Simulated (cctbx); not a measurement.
# Li2InAgI6 across an absorption edge

Space group Fm-3m (no. 225), a = 11.2040 Å, b = 11.2040 Å, c = 11.2040 Å, α = 90.00°, β = 90.00°, γ = 90.00°.

```
atom  mult.    x    y       z  Ueq (Å²)
  I1     24    0    0  0.7541    0.0030
 In1      4    0    0       0    0.0038
 Ag1      4  1/2    0       0    0.0038
 Li1      8  1/4  3/4     3/4    0.0085
```

The model is made up (kin elements in a known structure type, no relaxation), so it says nothing on whether the phase exists.

Calculated with cctbx: free-atom f′ and f″ from the Sasaki tables, no fine structure; amplitudes in electrons.

| E (eV) | F 4 2 2 | F 0 4 2 | F 2 2 2 | F 0 0 2 |
| --- | --- | --- | --- | --- |
| 27340 | 24.1 | 593.8 | 746.8 | 708.1 |
| 27690 | 25.9 | 591.1 | 748.0 | 705.3 |
| 27820 | 28.0 | 588.5 | 750.0 | 702.7 |
| 27880 | 30.3 | 586.0 | 752.2 | 700.1 |
| 27910 | 32.6 | 583.5 | 754.6 | 697.6 |
| 27925 | 34.9 | 581.1 | 756.9 | 695.2 |
| 27932 | 37.0 | 578.9 | 759.1 | 692.9 |
| 27936 | 39.0 | 576.8 | 761.2 | 690.9 |
| 27944 | 46.6 | 573.5 | 765.1 | 687.4 |
| 27948 | 43.1 | 577.3 | 761.2 | 691.3 |
| 27955 | 40.1 | 580.8 | 757.7 | 694.8 |
| 27970 | 37.6 | 583.7 | 754.6 | 697.7 |
| 28000 | 35.2 | 586.5 | 751.7 | 700.6 |
| 28090 | 32.0 | 590.2 | 747.6 | 704.3 |
| 28340 | 28.3 | 594.1 | 742.3 | 708.2 |

**Question.** Which edge is crossed, and why do the reflections move as they do?

The K edge of In. The edge is at 27940 eV. f′ of In falls from -4.8 e at 27820 eV to -7.8 e at 4 eV below it, and f″ steps from 0.56 to 3.58 e across it. Over that approach |F| changes by +39 % (4 2 2), -2 % (0 4 2), +1 % (2 2 2) and -2 % (0 0 2): a reflection falls where In scatters in phase with the total and rises where it scatters against it; it hardly moves where the In term is small or cancels by symmetry. Above the edge the larger f″ enters the imaginary part, where it can add to or cancel the other atoms' f″. The structure is centrosymmetric, so Friedel mates stay equal.

[Logs are printed without paths, hosts, clocks, repeated set-up lines and the standing remarks that a program may print on its own settings, such as how far it seeks lower states.]
